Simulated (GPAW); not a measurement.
The Zn K edge of atom 1 in KZnF3 (Pm-3m), with 6 F at 2.02 Å (octahedral, site symmetry m-3m), was computed in 3 ways: full core hole (charged cell), half core hole and no core hole. Program and functional: GPAW, RPBE, Gaussian full width 1.67 eV up to 4 eV, rising linearly to 3.5 eV at 25 eV; cells of 5 and 20 atoms (the run without a hole in the smaller).

Each run is counted from its own lowest empty level or Fermi level and scaled to a mean of 1 over its first 20 eV.

```tsv
E (eV)	run 1	run 2	run 3
-2.0	0.00	0.00	0.00
-1.5	0.00	0.00	0.00
-1.0	0.00	0.00	0.00
-0.5	0.00	0.00	0.00
0.0	0.00	0.00	0.01
0.5	0.01	0.00	0.01
1.0	0.02	0.00	0.03
1.5	0.04	0.01	0.05
2.0	0.08	0.05	0.07
2.5	0.14	0.14	0.11
3.0	0.21	0.26	0.16
3.5	0.29	0.42	0.21
4.0	0.42	0.65	0.28
4.5	0.65	1.05	0.41
5.0	0.96	1.59	0.57
5.5	1.20	2.06	0.69
6.0	1.24	2.20	0.71
6.5	1.13	1.95	0.65
7.0	1.04	1.62	0.60
7.5	1.13	1.53	0.62
8.0	1.44	1.72	0.81
8.5	1.94	2.09	1.19
9.0	2.48	2.44	1.70
9.5	2.87	2.61	2.25
10.0	2.99	2.49	2.76
10.5	2.78	2.10	3.08
11.0	2.35	1.62	3.12
11.5	1.85	1.21	2.83
12.0	1.41	0.94	2.33
12.5	1.09	0.78	1.82
13.0	0.88	0.67	1.41
13.5	0.72	0.57	1.09
14.0	0.58	0.49	0.82
14.5	0.45	0.40	0.61
15.0	0.36	0.32	0.48
15.5	0.33	0.27	0.45
16.0	0.39	0.28	0.51
16.5	0.52	0.35	0.66
17.0	0.68	0.47	0.85
17.5	0.85	0.63	1.02
18.0	0.97	0.77	1.13
18.5	1.01	0.86	1.15
19.0	0.97	0.89	1.10
19.5	0.89	0.86	0.99
20.0	0.79	0.79	0.87
20.5	0.71	0.71	0.78
21.0	0.67	0.64	0.74
21.5	0.67	0.61	0.76
22.0	0.72	0.61	0.85
22.5	0.81	0.66	0.96
23.0	0.89	0.72	1.07
23.5	0.96	0.79	1.14
24.0	0.99	0.84	1.16
24.5	0.97	0.85	1.12
25.0	0.90	0.82	1.03
25.5	0.81	0.75	0.93
26.0	0.70	0.67	0.83
26.5	0.60	0.58	0.73
27.0	0.52	0.50	0.65
27.5	0.46	0.43	0.57
28.0	0.42	0.38	0.50
28.5	0.39	0.36	0.45
29.0	0.38	0.34	0.42
29.5	0.38	0.33	0.41
30.0	0.40	0.34	0.43
30.5	0.42	0.36	0.47
31.0	0.46	0.38	0.53
31.5	0.50	0.41	0.60
32.0	0.53	0.44	0.65
```

**Question.** Which run is which?

Run 1: half core hole (area from −2 to 6 eV 2.3, main maxima 5.8 eV (1.25), 10.0 eV (2.99), 18.6 eV (1.01) and 24.0 eV (0.99)). Run 2: full core hole (charged cell) (area from −2 to 6 eV 3.7, main maxima 5.8 eV (2.20), 9.6 eV (2.61), 19.0 eV (0.89) and 24.4 eV (0.85)). Run 3: no core hole (area from −2 to 6 eV 1.5, main maxima 5.8 eV (0.72), 10.8 eV (3.15), 18.4 eV (1.15) and 23.8 eV (1.16)). With each curve scaled to its own mean, the area from −2 to 6 eV with the hole is 3.7 against 1.5, and the centre of weight from −1 to 20 eV moves by -1.9 eV: the hole pulls the absorber's empty states down.

[Banner, clock and machine lines of the logs are left out without a mark of their own.]

[Logs are printed without paths, hosts, clocks, repeated set-up lines and the standing remarks that a program may print on its own settings, such as how far it seeks lower states.]

[Hosts, paths, dates, database ids (printed as entryN), source tags and the programs' standing remarks are cut or masked in the printed files.]

[Lists of maxima count a maximum above −3 eV only where it reaches 4 % of the highest in the window and stands out from its surroundings by 2 % of it (1.5 % where it reaches 55 %); shoulders and weaker maxima are passed over, and of the rest the first, up to two pre-edge ones and the few strongest are named.]
